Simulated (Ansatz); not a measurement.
## CsSnI3 (P4/mbm): G0W0 under other settings

A base run on CsSnI3 (P4/mbm), then changed inputs.

Program: Ansatz 0.2.0. Level of theory: G0W0 on LDA, plane waves, PAW. Results are calculated unless marked as measured.

## (1) The structure

The structure is tetragonal, space group P4/mbm (No. 127). Conventional cell: a = 8.718 Å, b = 8.718 Å, c = 6.191 Å, α = 90.00°, β = 90.00°, γ = 90.00°. Nearest to Cs lie 12 I at 4.15 to 4.60 Å. Nearest to Sn lie 6 I at 3.10 Å. I has 2 Sn at 3.10 Å and 4 Cs at 4.36 Å nearest. Nearest to I lie 2 Sn at 3.10 Å and 4 Cs at 4.15 to 4.60 Å. Farther neighbours and most contacts between anions are not listed.

The cell and positions come from the Crystallography Open Database and are kept as given unless a step says otherwise. Spin-orbit coupling is left out unless a step names it. The default PAW set here is soft_2. Its files were made with PBE.

## (2) The base run: 2×2×2 mesh, 496 empty bands, screening to 60 eV

G0W0 replaces the xc potential by the self-energy, built once from these orbitals. Only a window of levels is corrected, while the sums run over the empty bands that the input names.

The input, input.yaml:

```yaml
crystal:
  lattice:
    - [8.7182, 0.0, 0.0]
    - [0.0, 8.7182, 0.0]
    - [0.0, 0.0, 6.1908]
  atoms:
    - { symbol: Cs, position: [0.5, 0.0, 0.0] }
    - { symbol: Cs, position: [0.0, 0.5, 0.0] }
    - { symbol: Sn, position: [0.0, 0.0, 0.5] }
    - { symbol: Sn, position: [0.5, 0.5, 0.5] }
    - { symbol: I, position: [0.0, 0.0, 0.0] }
    - { symbol: I, position: [0.5, 0.5, 0.0] }
    - { symbol: I, position: [0.7763, 0.2763, 0.5] }
    - { symbol: I, position: [0.7237, 0.7763, 0.5] }
    - { symbol: I, position: [0.2237, 0.7237, 0.5] }
    - { symbol: I, position: [0.2763, 0.2237, 0.5] }
kpoints:
  mp_grid: { grid: [2, 2, 2] }
hamiltonian:
  xc: lda
scf:
  occupations: { method: fixed }
gw:
  n_empty_bands: 496
  ecut_chi: 60
  qp_bands: [v3, c3]
  qp_kpoints: band_edges
  screening: { model: contour_deformation }
```

Launch:

```console
ansatz run input.yaml --threads 3 --pin off --max-ram 92160MiB --backend cuda --events-out ev --progress --plain --runs-dir out --devices 1 --max-vram 13GiB
```

Numbers of over 12 decimals in the logs are rounded to 6 here.

Log:

```text
GPUs: using 1 of 1 available (devices: 1).
Engine: ansatz 0.2.0, x86_64-unknown-linux-gnu
Pseudopotentials: kind: paw
Pseudopotential: Cs, paw, valence charge 9, recommended cutoff 420 eV (normal), Cs.paw.azcp
Pseudopotential: Sn, paw, valence charge 14, recommended cutoff 420 eV (normal), Sn.paw.azcp
Pseudopotential: I, paw, valence charge 17, recommended cutoff 420 eV (normal), I.paw.azcp
Functional definition: SPW92
  exchange = slater_x
  correlation = pw_c
device memory: the entry about to start is reckoned to put 5.0 GiB on a device that reports 45.7 GiB free (of which the cap on the GPU budget leaves the run 13.0 GiB)
GPU FFT provider: cuFFT
GPU libraries: cuBLAS 13.8.2, cuFFT 12.4.0, cuSOLVER 12.3.4
Crystal: 10 atoms, lattice volume = 470.544 Å³
Basis set: ecut = 420 eV, 9213 PW (Γ)
Bands: 89, of which v1, the nominal top of the filled ones, is band 74 counted from 1 (73 counted from 0)
Symmetry: 16 space group operations
Space group: P4/mbm (ITA 127), of the structure as read, at distance tolerance 7.8e-5 Å
k-points: 6 of 8
Non-local potential: Cs, projectors of the file, l = 0: 3, l = 1: 2, l = 2: 2, l = 3: 2
Non-local potential: Sn, projectors of the file, l = 0: 2, l = 1: 2, l = 2: 2, l = 3: 2
Non-local potential: I, projectors of the file, l = 0: 2, l = 1: 2, l = 2: 2, l = 3: 2
PAW form: soft (Blöchl's): semilocal exchange-correlation on the pseudo side does not see the compensation charge
PAW frozen core: Cs, regenerated for the run's functional, and the local potential with it (the file was generated under x = pbe(κ = 0.804, μ = 0.219515), c = pbe(β = 0.066725))
PAW frozen core: Sn, regenerated for the run's functional, and the local potential with it (the file was generated under x = pbe(κ = 0.804, μ = 0.219515), c = pbe(β = 0.066725))
PAW frozen core: I, regenerated for the run's functional, and the local potential with it (the file was generated under x = pbe(κ = 0.804, μ = 0.219515), c = pbe(β = 0.066725))
PAW one-centre angular grid: Cs, 194 points (default); XC on 64 Gauss nodes
PAW one-centre angular grid: Sn, 590 points (default); XC on 64 Gauss nodes
PAW one-centre angular grid: I, 590 points (default); XC on 64 Gauss nodes
Initial density: superposition of atomic densities (neutral atoms: chi_scale 0, normalization atom), corrected by the library's trained network
Initial wavefunctions: pseudopotential atomic-orbital guess
GPU buffer pool allocated for 162000 grid points (all kernels)
GPU transforms: local potential and band sums: pruned to the plane-wave sphere, on 60×60×45
Functional: x = slater, c = lda
SCF iter   1: F=—  HF=-66912.263148 eV  |F-HF|=—  |Δ(HF+E_count)|=         —  Δρ=4.74e-3  dr2=7.13e-2  ethr=1.77e-3  ⟨swp⟩=5.2  Hψ=1804  notcnv=0  defer=75
[...]
NSCF: frozen V_eff on 6 k-points
G₀W₀ screening: q 1/6
[... further progress lines ...]
SCF converged after 8 iterations
Free energy (F): -66912.238140 eV
Harris-Foulkes:  -66912.238140 eV  (|F-HF|=4.45e-9)
Internal energy: -66912.238140 eV  (E = F + TS)
E sigma→0 (E₀):  -66912.238140 eV
Fermi energy:    5.047387 eV
--- Per-component energies (eV) ---
  E_band       = -2864.628899
  E_kinetic    = 1794.724585
  E_local      = -17506.901051  (includes V_loc(G=0)·N_el)
  E_nonlocal   = -506.070071
  E_hartree    = 8918.341102
  E_xc         = -1868.648163
  E_vxc        = -1223.014339  (∫ρ·V_xc dr)
  E_paw        = -45746.191254  (= ΣΔE_a)
  E_vpaw       = -3260.038909  (= ΣTr[D̂ρ^β])
  E_aug_tail   = 0.000340  (compensation charges beyond the density's cutoff)
  E_ewald      = -12003.571827
  E_core_change = 6.078199  (= ΣΔE_core)
  E_smearing   = -0.000000  (= −TS)
  E_closure    = 0.000000  (closes the sum)
  Σ components = -66912.238140   (vs F -66912.238140, Δ=0.00e0)
--- Band table (eV; the first three rows and the last of 6) ---
  k-point 0: bands = [... 70 lower, 3.0170, 3.0170, 3.3361, 4.2525, 5.8172, 5.8172, 7.0882, 8.0542, ... 11 higher]
  k-point 1: bands = [... 70 lower, 3.4558, 3.4558, 3.6760, 5.0474, 5.3088, 5.3496, 5.3496, 6.0808, ... 11 higher]
  k-point 2: bands = [... 70 lower, 2.9986, 2.9986, 3.1410, 3.1410, 7.5847, 7.5847, 7.8019, 7.8019, ... 11 higher]
  k-point 5: bands = [... 70 lower, 3.4268, 3.4268, 4.3000, 4.3000, 5.7678, 5.7678, 5.7974, 5.7974, ... 11 higher]
--- G₀W₀: contour deformation, 8 samples at zero and on the imaginary axis and 1 off it, 8 q-points, 496 empty bands' worth ---
  eigenvalues of the whole cell's RPA ε∞ on this k-mesh (on a slab, of 1 + 4πα/V) = 213.5073, 213.5073, 379.9355; static W/v taken at q = 0 is 0.003440
  bands read: the sum over 570 bands ends inside a degenerate multiplet in 1 slot, whose members it reads at an even weight; the widest, k=1: bands 570 to 571 (counted from 1) at 1/2 each
  gw.qp_kpoints: band_edges: 6 of 6 stored k-points solved, in 1 pass; an edge of the gap read off the rows below is read off those points alone
    ik  band        ε_KS         Σx   Σc(E_QP)       V_xc       Z   E_QP_lin       E_QP  E_QP is
     0    72      3.0170   -17.1186     2.5005   -14.3428  0.7106     2.7372     2.7417  root
     0    73      3.3361   -17.3289     2.4797   -14.5908  0.7141     3.0736     3.0777  root
     0    74      4.2525   -16.5293     1.0240   -15.7233  0.7354     4.4688     4.4705  root
     0    75      5.8172    -8.7732    -3.3290   -12.6429  0.7386     6.3778     6.3579  root
     0    76      5.8172    -8.7732    -3.3290   -12.6429  0.7386     6.3778     6.3579  root
     0    77      7.0882    -3.8804    -3.5906    -7.9165  0.7761     7.5460     7.5337  root
     1    72      3.4558   -17.4846     2.4512   -14.7639  0.7168     3.1821     3.1863  root
     1    73      3.6760   -17.3931     1.9655   -15.3885  0.7168     3.6369     3.6369  root
[...]
5    74      4.3000   -16.7706     1.2647   -15.6575  0.7316     4.4507     4.4516  root
     5    75      5.7678    -8.3013    -3.7317   -12.6226  0.7259     6.3848     6.3575  root
     5    76      5.7678    -8.3013    -3.7317   -12.6226  0.7259     6.3848     6.3575  root
     5    77      5.7974    -8.7560    -3.3165   -12.6141  0.7388     6.3590     6.3390  root
```

It took 34 s on 1 × NVIDIA H100 80GB HBM3 (shared by 6 runs) with 3 threads of AMD EPYC 7R13 (Zen 3), shared host; peak memory 2.2 GiB.

This step gave:

```yaml
bands_summed: 570
rpa_eps_infinity_on_this_mesh_eigenvalues: 213.5, 213.5, 379.9
plane_waves_in_the_screening_matrix: 487
q_points_in_the_mesh: 8
g0w0_gap_on_the_mesh: 0.5339 eV
k_of_the_valence_top: 0, 0, -0.5
k_of_the_conduction_bottom: 0, 0, -0.5
starting_gap_on_the_mesh: 0.2614 eV
z_at_the_valence_top: 0.7388
z_at_the_conduction_bottom: 0.7432
least_direct_g0w0_gap_on_the_computed_points: 0.5339 eV
```

The gap on the mesh goes from 0.26 eV to 0.53 eV, a correction of +0.27 eV, though a band edge has moved to another state.

## (3) Variant: static remainder

This step: G0W0 on LDA, plane waves, norm-conserving pseudopotentials.

input.yaml, as its differences from that of step 2:

```diff
@@ -20,2 +20,3 @@
   xc: lda
+  pseudopotentials: { kind: nc }
 scf:
@@ -24,3 +25,3 @@
   n_empty_bands: 496
-  ecut_chi: 60
+  ecut_chi: 100
   qp_bands: [v3, c3]
@@ -28 +29,2 @@
   screening: { model: contour_deformation }
+  static_remainder: true
```

Log:

```text
Warning: gw takes pair_densities: pseudo, which can misplace gaps by tens of per cent, since gw.static_remainder lacks the terms of the atoms
GPUs: using 1 of 1 available (devices: 1).
[...]
GPU FFT provider: cuFFT
GPU libraries: cuBLAS 13.8.2, cuFFT 12.4.0, cuSOLVER 12.3.4
Crystal: 10 atoms, lattice volume = 470.544 Å³
Basis set: ecut = 979.609905 eV, 32763 PW (Γ)
Bands: 54, of which v1, the nominal top of the filled ones, is band 44 counted from 1 (43 counted from 0)
[... 1 set-up line as in the run before ...]
[...]
k-points: 6 of 8
[...]
GPU buffer pool allocated for 518400 grid points (all kernels)
[...]
SCF iter   1: F=—  HF=-7687.080523 eV  |F-HF|=—  |Δ(HF+E_count)|=         —  Δρ=1.57e-2  dr2=3.31e0  ethr=3.10e-3  ⟨swp⟩=5.8  Hψ=1333  notcnv=0  defer=38
[...]
SCF iter   8: F=-7685.397543 eV  HF=-7685.397543 eV  |F-HF|=5.44e-9  |Δ(HF+E_count)|=   3.20e-8  Δρ=1.01e-6  dr2=9.17e-9  ethr=1.14e-10  ⟨swp⟩=20.3  Hψ=1960  notcnv=0
SCF 1 converged in 8 iterations: F = -7685.397543 eV  dr2 = 9.17e-9
[...]
NSCF: frozen V_eff on 6 k-points
[...]
G₀W₀ screening: q 1/6
[... further progress lines ...]
SCF converged after 8 iterations
Free energy (F): -7685.397543 eV
[...]
Internal energy: -7685.397543 eV  (E = F + TS)
E sigma→0 (E₀):  -7685.397543 eV
Fermi energy:    4.046074 eV
[...]
--- Band table (eV; the first three rows and the last of 6) ---
  k-point 0: bands = [... 40 lower, 2.0216, 2.0216, 2.3384, 3.2523, 4.8140, 4.8140, 6.0883, 7.0575, ... 6 higher]
[...]
static-remainder magnitude (band-truncation diagnostic): 0.5266 eV
[...]
`?` marks the rows in doubt; gw_qp.tsv's column doubts and the gw_qp event give each row's grounds
[...]
0    42      2.0216   -14.0906     2.3663   -10.9736  0.7047     1.2100     1.2709  root ?
     0    43      2.3384   -14.1468     2.3274   -11.0612  0.7079     1.5181     1.5802  root ?
     0    44      3.2523   -13.3277     0.8195   -12.0016  0.7288     2.7294     2.7457  root
     0    45      4.8140    -7.4481    -3.0766   -10.4597  0.7349     4.7492     4.7490  root
     0    46      4.8140    -7.4481    -3.0766   -10.4597  0.7349     4.7492     4.7490  root
     0    47      6.0883    -2.6058    -3.6503    -6.4734  0.7746     6.3079     6.3055  root
     1    42      2.4585   -14.2332     2.2961   -11.1608  0.7103     1.6156     1.6822  root ?
     1    43      2.6775   -14.1629     1.7824   -11.7454  0.7107     2.0070     2.0424  root
     1    44      4.0461   -13.3811     0.5724   -12.2718  0.7315     3.4912     3.5093  root
     1    45      4.3060    -6.7035    -3.3741   -10.1113  0.7311     4.3397     4.3396  root
     1    46      4.3464    -7.1334    -3.0292   -10.1309  0.7397     4.3147     4.3146  root
[...]
3    42      2.2237   -14.0884     2.3696   -10.9477  0.7070     1.3857     1.4527  root ?
[...]
4    42      1.9214   -13.9285     2.4091   -10.7566  0.7037     1.0934     1.1585  root ?
[...]
5    42      2.4295   -14.1769     2.2927   -11.1111  0.7102     1.5905     1.6563  root ?
[...]
5    44      3.2998   -13.6030     1.0688   -11.9775  0.7250     2.7212     2.7431  root
     5    45      4.7651    -6.9888    -3.4506   -10.4422  0.7224     4.7679     4.7679  root
     5    46      4.7651    -6.9888    -3.4506   -10.4422  0.7224     4.7679     4.7679  root
     5    47      4.7942    -7.4358    -3.0623   -10.4366  0.7352     4.7329     4.7327  root
```

The job ended after 29 s (1 × NVIDIA H100 80GB HBM3 (shared by 6 runs) with 3 threads; peak memory 4.9 GiB).

Against the base:

| setting | base | variant |
| --- | --- | --- |
| files | default PAW | norm-conserving |
| screening cutoff (eV) | 60 | 100 |
| static remainder | - | true |

| quantity | variant | base |
| --- | --- | --- |
| starting gap on the mesh | 0.260 | 0.261 |
| G0W0 gap on the mesh | 0.805 | 0.534 |
| least direct G0W0 gap on the computed points | 0.805 | 0.534 |
| Z at the valence top | 0.731 | 0.739 |
| Z at the conduction bottom | 0.740 | 0.743 |

## (4) Results

| Property | Result |
| --- | --- |
| base | 0.53 eV, 34 s |
| static remainder | 0.81 eV, 29 s |

**Reading.** Static remainder: the gap moves by +0.27 eV (the plane-wave cutoff goes from 420 to 979.61 eV); such settings are too crude to quote. The variant differs from the base in files, screening cutoff and static remainder together, so the change can't be laid to one of them. This option needs pseudo pair densities, which the log warns can misplace gaps. All runs here use a coarse mesh and modest cutoffs; they test settings and are not final values. The 2×2×2 mesh is coarse for this cell (its supercell is 12 Å along the shortest edge). The RPA ε∞ on it, from the LDA start, is 213.51 and 379.94; such meshes misread the long-range screening, most where the gap is narrow. With atoms this heavy and so narrow a gap, spin-orbit coupling can invert the bands. These scalar-relativistic gaps are then model values, not to be set against experiment, and a spin-orbit change taken from DFT can't simply be added. On this mesh the RPA ε∞ passes 90, more than nearly any semiconductor shows; a coarse mesh does this where one point with a narrow direct gap carries much weight. The screening is then too strong, and the G0W0 gap should not be taken as the material's.

[Paths, hosts, dates, memory and timing lines, banners, echoed tables and standing remarks are left out of the program output.]

[Logs are printed without paths, hosts, clocks, repeated set-up lines and the standing remarks that a program may print on its own settings, such as how far it seeks lower states.]

[Runs of the session that timed out or met a known fault of the program may be left out.]

[Cells called generated may have been cut or substituted from an entry of the Crystallography Open Database or the Materials Project.]

[Hosts, paths, dates, database ids (printed as entryN), source tags and the programs' standing remarks are cut or masked in the printed files.]
